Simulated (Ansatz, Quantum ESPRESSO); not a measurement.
# Mode couplings of Ti (P6_3/mmc) in a second program, part 4 of 4

Each step names its level of theory.

So far, highest frequency, solved or plainly interpolated (cm⁻¹): step 4 (second program, linear response: Fermi–Dirac smearing of …) 276. The relaxed cell has a = 2.938, c = 4.653 Å (conventional setting).

## Step 6: Phonons and couplings with ph.x: Fermi–Dirac smearing of 0.1 eV

Level of this step: DFT PBE, scalar-relativistic, plane waves, PseudoDojo norm-conserving pseudopotentials (Quantum ESPRESSO).

ph.x gives each mode's frequency and linewidth; λ of a mode follows from Gaussian double-delta sums over the k mesh, here at four widths.

File ph.in:

```
phonons and couplings
&INPUTPH
  prefix          = 'x'
  outdir          = './tmp'
  tr2_ph          = 1.0d-15
  fildyn          = 'x.dyn'
  fildvscf        = 'dvscf'
  ldisp           = .true.
  nq1             = 2
  nq2             = 2
  nq3             = 2
  electron_phonon = 'simple'
  el_ph_ngauss    = 0
  el_ph_sigma     = 0.00734986
  el_ph_nsigma    = 4
  alpha_mix(1)    = 0.5
  amass(1)        = 47.867
/
```

Run with:

```console
$ OMP_NUM_THREADS=1 mpirun -n 4 ph.x -nk 4 -in ph.in > ph.x.log
```

What it wrote:

```text
[banner, memory and clock lines left out]
Program PHONON v.7.5

     ./tmp/x.save/

     IMPORTANT: XC functional enforced from input :
     Exchange-correlation= PBE
                           (   1   4   3   4   0   0   0)
     Any further DFT definition will be discarded
     Please, verify this is what you really want

     G-vector sticks info

     Reading collected, re-writing distributed wavefunctions in ./tmp/

     Dynamical matrices for ( 2, 2, 2)  uniform grid of q-points
     (   4 q-points):
       N         xq(1)         xq(2)         xq(3)
       1   0.000000000   0.000000000   0.000000000
       2   0.000000000   0.000000000  -0.315720768
       3   0.000000000  -0.577350269   0.000000000
       4   0.000000000  -0.577350269  -0.315720768

     Number and degeneracy of irreps per q-point
       N         xq(1)         xq(2)         xq(3)   N irreps
       1   0.000000000   0.000000000   0.000000000       4
        1   2   1   2
       2   0.000000000   0.000000000  -0.315720768       2
        2   4
       3   0.000000000  -0.577350269   0.000000000       6
     No degeneracy
       4   0.000000000  -0.577350269  -0.315720768       3
        2   2   2

     Saving dvscf to file. Distribute only q points, not irreducible representations.

     Calculation of q =    0.0000000   0.0000000   0.0000000

     phonons and couplings

     bravais-lattice index     =            4
     lattice parameter (alat)  =       5.5518  a.u.
     unit-cell volume          =     234.6880 (a.u.)^3
     number of atoms/cell      =            2
     number of atomic types    =            1
     kinetic-energy cut-off    =      84.0000  Ry
     charge density cut-off    =     336.0000  Ry
     convergence threshold     =      1.0E-15
     beta                      =       0.5000
     number of iterations used =            4
     Exchange-correlation= PBE
                           (   1   4   3   4   0   0   0)

     celldm(1)=    5.55177  celldm(2)=    0.00000  celldm(3)=    1.58368
     celldm(4)=    0.00000  celldm(5)=    0.00000  celldm(6)=    0.00000

     crystal axes: (cart. coord. in units of alat)
               a(1) = (  1.0000  0.0000  0.0000 )
               a(2) = ( -0.5000  0.8660  0.0000 )
               a(3) = (  0.0000  0.0000  1.5837 )

     reciprocal axes: (cart. coord. in units 2 pi/alat)
               b(1) = (  1.0000  0.5774 -0.0000 )
               b(2) = (  0.0000  1.1547  0.0000 )
               b(3) = (  0.0000 -0.0000  0.6314 )

     Atoms inside the unit cell:

     Cartesian axes

     site n.  atom      mass           positions (alat units)
        1  Ti     47.8670   tau(    1) = (   -0.00000    0.57735    0.39592  )
        2  Ti     47.8670   tau(    2) = (    0.50000    0.28868    1.18776  )

     Computing dynamical matrix for
                    q = (   0.0000000   0.0000000   0.0000000 )

     25 Sym.Ops. (with q -> -q+G )

     G cutoff =  262.3263  (  24387 G-vectors)     FFT grid: ( 36, 36, 54)

     number of k points=    40  Fermi-Dirac smearing, width (Ry)=  0.0073

     PseudoPot. # 1 for Ti read from file:
     ./pseudo/Ti.upf
     Pseudo is Norm-conserving + core correction, Zval = 12.0
     Using radial grid of 1586 points,  6 beta functions with:
                l(1) =   0
                l(2) =   0
                l(3) =   1
                l(4) =   1
                l(5) =   2
                l(6) =   2

     Mode symmetry, D_6h(6/mmm) point group:

     Atomic displacements:
     There are    4 irreducible representations

     Representation     1      1 modes -  To be done

     Representation     2      2 modes -  To be done

     Representation     3      1 modes -  To be done

     Representation     4      2 modes -  To be done

     Alpha used in Ewald sum =   2.8000

     Representation #   1 mode #   1

     Self-consistent Calculation

     Pert. #  1: Fermi energy shift (Ry) =     0.0000E+00     0.0000E+00

      thresh= 1.000E-02 alpha_mix =  0.500 |ddv_scf|^2 =  3.493E-04

     Pert. #  1: Fermi energy shift (Ry) =     0.0000E+00     0.0000E+00

      thresh= 1.869E-03 alpha_mix =  0.500 |ddv_scf|^2 =  2.022E-04

     Pert. #  1: Fermi energy shift (Ry) =     0.0000E+00     0.0000E+00

      thresh= 1.422E-03 alpha_mix =  0.500 |ddv_scf|^2 =  6.534E-08

     Pert. #  1: Fermi energy shift (Ry) =     0.0000E+00     0.0000E+00

      thresh= 2.556E-05 alpha_mix =  0.500 |ddv_scf|^2 =  2.221E-09

     Pert. #  1: Fermi energy shift (Ry) =     0.0000E+00     0.0000E+00

      thresh= 4.713E-06 alpha_mix =  0.500 |ddv_scf|^2 =  4.284E-11

     Pert. #  1: Fermi energy shift (Ry) =     0.0000E+00     0.0000E+00

      thresh= 6.545E-07 alpha_mix =  0.500 |ddv_scf|^2 =  1.388E-12

     Pert. #  1: Fermi energy shift (Ry) =     0.0000E+00     0.0000E+00

      thresh= 1.178E-07 alpha_mix =  0.500 |ddv_scf|^2 =  3.875E-15

     Pert. #  1: Fermi energy shift (Ry) =     0.0000E+00     0.0000E+00

      thresh= 6.225E-09 alpha_mix =  0.500 |ddv_scf|^2 =  5.801E-16

     End of self-consistent calculation

     Convergence has been achieved

     Representation #   2 modes #   2   3

     Self-consistent Calculation

     Pert. #  1: Fermi energy shift (Ry) =     6.5956E-19    -6.1224E-41
     Pert. #  2: Fermi energy shift (Ry) =     3.6140E-20    -7.6530E-42

      thresh= 1.000E-02 alpha_mix =  0.500 |ddv_scf|^2 =  3.760E-06

     Pert. #  1: Fermi energy shift (Ry) =    -5.0596E-19     1.5306E-41
     Pert. #  2: Fermi energy shift (Ry) =    -3.0719E-19     1.9132E-42

      thresh= 1.939E-04 alpha_mix =  0.500 |ddv_scf|^2 =  3.162E-08

     Pert. #  1: Fermi energy shift (Ry) =     1.0842E-19     3.8265E-42
     Pert. #  2: Fermi energy shift (Ry) =     7.2280E-20     4.7831E-43

      thresh= 1.778E-05 alpha_mix =  0.500 |ddv_scf|^2 =  2.637E-09

     Pert. #  1: Fermi energy shift (Ry) =    -9.0350E-20    -2.3915E-43
     Pert. #  2: Fermi energy shift (Ry) =     6.3245E-20    -2.9894E-44

      thresh= 5.136E-06 alpha_mix =  0.500 |ddv_scf|^2 =  3.090E-11

[...]
thresh= 5.558E-07 alpha_mix =  0.500 |ddv_scf|^2 =  3.672E-13

[...]
thresh= 6.060E-08 alpha_mix =  0.500 |ddv_scf|^2 =  1.298E-14

[...]
thresh= 1.139E-08 alpha_mix =  0.500 |ddv_scf|^2 =  8.543E-16

     End of self-consistent calculation

     Convergence has been achieved

     Representation #   3 mode #   4

     Self-consistent Calculation

[...]
thresh= 1.000E-02 alpha_mix =  0.500 |ddv_scf|^2 =  1.236E-05

[...]
End of self-consistent calculation

     Convergence has been achieved

     Representation #   4 modes #   5   6

[...]
DOS = 17.033701 states/spin/Ry/Unit Cell at Ef= 13.340117 eV
     double delta at Ef =664.093277
[...]
Calculation of q =    0.0000000  -0.5773503  -0.3157208

     G-vector sticks info

     Title:
     phonons and couplings

     bravais-lattice index     =            4
     lattice parameter (alat)  =       5.5518  a.u.
     unit-cell volume          =     234.6880 (a.u.)^3
     number of atoms/cell      =            2
     number of atomic types    =            1
     number of electrons       =        24.00
     number of Kohn-Sham states=           22
     kinetic-energy cutoff     =      84.0000  Ry
     charge density cutoff     =     336.0000  Ry
     Exchange-correlation= PBE
                           (   1   4   3   4   0   0   0)

     celldm(1)=   5.551766  celldm(2)=   0.000000  celldm(3)=   1.583678
     celldm(4)=   0.000000  celldm(5)=   0.000000  celldm(6)=   0.000000

     crystal axes: (cart. coord. in units of alat)
               a(1) = (   1.000000   0.000000   0.000000 )
               a(2) = (  -0.500000   0.866025   0.000000 )
               a(3) = (   0.000000   0.000000   1.583678 )

     reciprocal axes: (cart. coord. in units 2 pi/alat)
               b(1) = (  1.000000  0.577350 -0.000000 )
               b(2) = (  0.000000  1.154701  0.000000 )
               b(3) = (  0.000000 -0.000000  0.631442 )

     PseudoPot. # 1 for Ti read from file:
     ./pseudo/Ti.upf
     Pseudo is Norm-conserving + core correction, Zval = 12.0
     Using radial grid of 1586 points,  6 beta functions with:
[...]
l(5) =   2
                l(6) =   2

     atomic species   valence    mass     pseudopotential
     Ti               12.00    47.86700     Ti( 1.00)

     24 Sym. Ops., with inversion, found

   Cartesian axes

     site n.     atom                  positions (alat units)
         1        Ti     tau(   1) = (  -0.0000000   0.5773503   0.3959195  )
         2        Ti     tau(   2) = (   0.5000000   0.2886751   1.1877584  )

     number of k points=   168  Fermi-Dirac smearing, width (Ry)=  0.0073

     Number of k-points >= 100: set verbosity='high' to print them.

     Dense  grid:    24387 G-vectors     FFT dimensions: (  36,  36,  54)

     The potential is recalculated from file :
     ./tmp/_ph0/x.q_4/x.save/charge-density

     Starting wfcs are   20 atomic +    2 random wfcs

     Band Structure Calculation
     Davidson diagonalization with overlap

     ethr =  4.17E-11,  avg # of iterations = 12.5

     End of band structure calculation

     Number of k-points >= 100: set verbosity='high' to print the bands.

     the Fermi energy is    13.3722 ev

     Writing config to output data dir ./tmp/_ph0/x.q_4/x.save/ :
     XML data file

     phonons and couplings

     bravais-lattice index     =            4
     lattice parameter (alat)  =       5.5518  a.u.
     unit-cell volume          =     234.6880 (a.u.)^3
     number of atoms/cell      =            2
     number of atomic types    =            1
     kinetic-energy cut-off    =      84.0000  Ry
     charge density cut-off    =     336.0000  Ry
     convergence threshold     =      1.0E-15
     beta                      =       0.5000
     number of iterations used =            4
     Exchange-correlation= PBE
                           (   1   4   3   4   0   0   0)

     celldm(1)=    5.55177  celldm(2)=    0.00000  celldm(3)=    1.58368
     celldm(4)=    0.00000  celldm(5)=    0.00000  celldm(6)=    0.00000

     crystal axes: (cart. coord. in units of alat)
               a(1) = (  1.0000  0.0000  0.0000 )
               a(2) = ( -0.5000  0.8660  0.0000 )
               a(3) = (  0.0000  0.0000  1.5837 )

     reciprocal axes: (cart. coord. in units 2 pi/alat)
               b(1) = (  1.0000  0.5774 -0.0000 )
               b(2) = (  0.0000  1.1547  0.0000 )
               b(3) = (  0.0000 -0.0000  0.6314 )

     Atoms inside the unit cell:

     Cartesian axes

     site n.  atom      mass           positions (alat units)
        1  Ti     47.8670   tau(    1) = (   -0.00000    0.57735    0.39592  )
        2  Ti     47.8670   tau(    2) = (    0.50000    0.28868    1.18776  )

     Computing dynamical matrix for
                    q = (   0.0000000  -0.5773503  -0.3157208 )

      9 Sym.Ops. (with q -> -q+G )

     G cutoff =  262.3263  (  24387 G-vectors)     FFT grid: ( 36, 36, 54)

     number of k points=   168  Fermi-Dirac smearing, width (Ry)=  0.0073

     PseudoPot. # 1 for Ti read from file:
     ./pseudo/Ti.upf
     Pseudo is Norm-conserving + core correction, Zval = 12.0
     Using radial grid of 1586 points,  6 beta functions with:
                l(1) =   0
                l(2) =   0
                l(3) =   1
                l(4) =   1
                l(5) =   2
                l(6) =   2

     Atomic displacements:
     There are    3 irreducible representations

     Representation     1      2 modes -  To be done

     Representation     2      2 modes -  To be done

     Representation     3      2 modes -  To be done

     Alpha used in Ewald sum =   2.8000

     Representation #   1 modes #   1   2

     Self-consistent Calculation

[...]
End of self-consistent calculation

     Convergence has been achieved

     Representation #   2 modes #   3   4

     Self-consistent Calculation

[...]
End of self-consistent calculation

     Convergence has been achieved

     Representation #   3 modes #   5   6

     Self-consistent Calculation

      thresh= 1.000E-02 alpha_mix =  0.500 |ddv_scf|^2 =  4.833E-06

      thresh= 2.198E-04 alpha_mix =  0.500 |ddv_scf|^2 =  1.791E-08

      thresh= 1.338E-05 alpha_mix =  0.500 |ddv_scf|^2 =  2.555E-09

      thresh= 5.055E-06 alpha_mix =  0.500 |ddv_scf|^2 =  4.631E-11

      thresh= 6.805E-07 alpha_mix =  0.500 |ddv_scf|^2 =  1.349E-12

      thresh= 1.162E-07 alpha_mix =  0.500 |ddv_scf|^2 =  3.187E-14

      thresh= 1.785E-08 alpha_mix =  0.500 |ddv_scf|^2 =  6.139E-15

      thresh= 7.835E-09 alpha_mix =  0.500 |ddv_scf|^2 =  2.396E-17

     End of self-consistent calculation

     Convergence has been achieved

     Number of q in the star =    3
     List of q in the star:
          1   0.000000000  -0.577350269  -0.315720768
          2   0.500000000   0.288675135   0.315720768
          3  -0.500000000   0.288675135   0.315720768

     Diagonalizing the dynamical matrix

     q = (    0.000000000  -0.577350269  -0.315720768 )

 **************************************************************************
     freq (    1) =       5.204747 [THz] =     173.611661 [cm-1]
     freq (    2) =       5.204747 [THz] =     173.611661 [cm-1]
     freq (    3) =       5.226075 [THz] =     174.323112 [cm-1]
     freq (    4) =       5.226075 [THz] =     174.323112 [cm-1]
     freq (    5) =       7.841783 [THz] =     261.573727 [cm-1]
     freq (    6) =       7.841783 [THz] =     261.573727 [cm-1]
 **************************************************************************

     Gaussian Broadening:   0.007 Ry, ngauss=   0
     DOS =  9.137727 states/spin/Ry/Unit Cell at Ef= 13.409099 eV
     double delta at Ef = 26.170826
[...]
Gaussian Broadening:   0.015 Ry, ngauss=   0
     DOS = 13.507060 states/spin/Ry/Unit Cell at Ef= 13.385100 eV
     double delta at Ef =221.835183
[...]
Gaussian Broadening:   0.022 Ry, ngauss=   0
     DOS = 15.571611 states/spin/Ry/Unit Cell at Ef= 13.360549 eV
     double delta at Ef =395.543256
[...]
lambda(    5)=  0.0747   gamma=   68.29 GHz
     lambda(    6)=  0.0747   gamma=   68.29 GHz

     Gaussian Broadening:   0.029 Ry, ngauss=   0
     DOS = 17.033701 states/spin/Ry/Unit Cell at Ef= 13.340117 eV
     double delta at Ef =518.335253
     lambda(    1)=  0.0918   gamma=   40.45 GHz
     lambda(    2)=  0.0918   gamma=   40.45 GHz
     lambda(    3)=  0.0688   gamma=   30.56 GHz
     lambda(    4)=  0.0688   gamma=   30.56 GHz
     lambda(    5)=  0.0845   gamma=   84.54 GHz
     lambda(    6)=  0.0845   gamma=   84.54 GHz
```

The job ended after 21 min (4 MPI ranks of Arm Neoverse V1, shared host).

Numbers from this step:

| Quantity | Value |
| --- | --- |
| highest frequency, solved or plainly interpolated | 261.6 cm⁻¹ |
| omega log against width | 18.12, 18.25, 18.98, 19.34 meV, at widths 0.1 to 0.4 eV |

As ph.x prints them, no sum rule imposed; at the zone centre the sum is no linewidth. Double-delta sums:

```
q1    q2    q3  star  mode  omega (meV)  lambda_q, sigma 0.1 eV  lambda_q, sigma 0.2 eV  lambda_q, sigma 0.3 eV  lambda_q, sigma 0.4 eV  half width at sigma 0.2 (meV)
 0     0     0     1     1       0.7175                       0                       0                       0                       0                        4.14e-5
 0     0     0     1     2       0.7175                       0                       0                       0                       0                        4.14e-5
 0     0     0     1     3       0.8697                       0                       0                       0                       0                        8.27e-5
 0     0     0     1     4         15.1                   1.397                   0.517                  0.3053                  0.2361                         0.3677
 0     0     0     1     5         15.1                   1.397                   0.517                  0.3053                  0.2361                         0.3677
 0     0     0     1     6        23.62                   0.311                  0.3501                  0.3043                  0.2738                         0.6091
 0     0  -0.5     1     1        11.42                  0.1559                  0.1593                  0.1369                  0.1308                        0.06481
 0     0  -0.5     1     2        11.42                  0.1559                  0.1593                  0.1369                  0.1308                        0.06481
 0     0  -0.5     1     3        11.42                  0.1559                  0.1593                  0.1369                  0.1308                        0.06481
 0     0  -0.5     1     4        11.42                  0.1559                  0.1593                  0.1369                  0.1308                        0.06481
 0     0  -0.5     1     5        23.75                  0.0263                  0.0705                   0.083                  0.0886                         0.1241
 0     0  -0.5     1     6        23.75                  0.0263                  0.0705                   0.083                  0.0886                         0.1241
 0  -0.5     0     3     1        12.78                  0.2561                  0.2999                  0.2572                  0.2513                         0.1527
 0  -0.5     0     3     2        14.54                   0.058                  0.1868                  0.2233                  0.2585                         0.1233
 0  -0.5     0     3     3        25.97                  0.0098                  0.0449                  0.0702                  0.0936                        0.09454
 0  -0.5     0     3     4        27.98                  0.2209                  0.0725                  0.0534                  0.0504                          0.177
 0  -0.5     0     3     5        28.07                  0.0844                  0.1111                   0.115                  0.1273                          0.273
 0  -0.5     0     3     6        30.29                  0.0628                  0.0818                  0.0864                  0.0919                         0.2342
 0  -0.5  -0.5     3     1        21.53                  0.0082                  0.0433                  0.0708                  0.0918                        0.06261
 0  -0.5  -0.5     3     2        21.53                  0.0082                  0.0433                  0.0708                  0.0918                        0.06261
 0  -0.5  -0.5     3     3        21.61                  0.0171                  0.0499                  0.0599                  0.0688                        0.07266
 0  -0.5  -0.5     3     4        21.61                  0.0171                  0.0499                  0.0599                  0.0688                        0.07266
 0  -0.5  -0.5     3     5        32.43                  0.0134                    0.06                  0.0747                  0.0845                         0.1969
 0  -0.5  -0.5     3     6        32.43                  0.0134                    0.06                  0.0747                  0.0845                         0.1969
```

Mean over the q mesh without its centre; few wavevectors enter, so none of the widths can be taken as converged. The coupling constant λ, lambda by Gaussian width:

```
Gaussian width (eV)  coupling constant λ, lambda
              0.100                        0.426
              0.200                        0.584
              0.300                        0.623
              0.400                        0.684
```

λ runs from 0.426 at 0.1 eV to 0.684 at 0.4 eV.

## Step 7: What came out

```json
{"phonon run of the rows without a label of their own": "PBE, q 2×2×2, k 8×8×6", "coupling λ by Gaussian sums at 0.2 eV, Quantum ESPRESSO, GBRV, cutoff 612 eV, q 3×3×2, k 12×12×6": "0.852", "coupling λ by Gaussian sums at 0.2 eV, Quantum ESPRESSO, PseudoDojo, cutoff 1143 eV, q 2×2×2, k 8×8×6": "0.584"}
```

**Reading.** Under gradient-corrected functionals ph.x can misplace modes where the density is low; no frozen-phonon run checks these frequencies. In the last run that gave them, λ from the Gaussian sums still varies by a factor of 1.6 between widths of 0.1 and 0.4 eV; these sums hold few wavevectors and leave out the zone centre.

[Logs are printed without paths, hosts, clocks, repeated set-up lines and the standing remarks that a program may print on its own settings, such as how far it seeks lower states.]

[Hosts, paths, dates, database ids (printed as entryN), source tags and the programs' standing remarks are cut or masked in the printed files.]
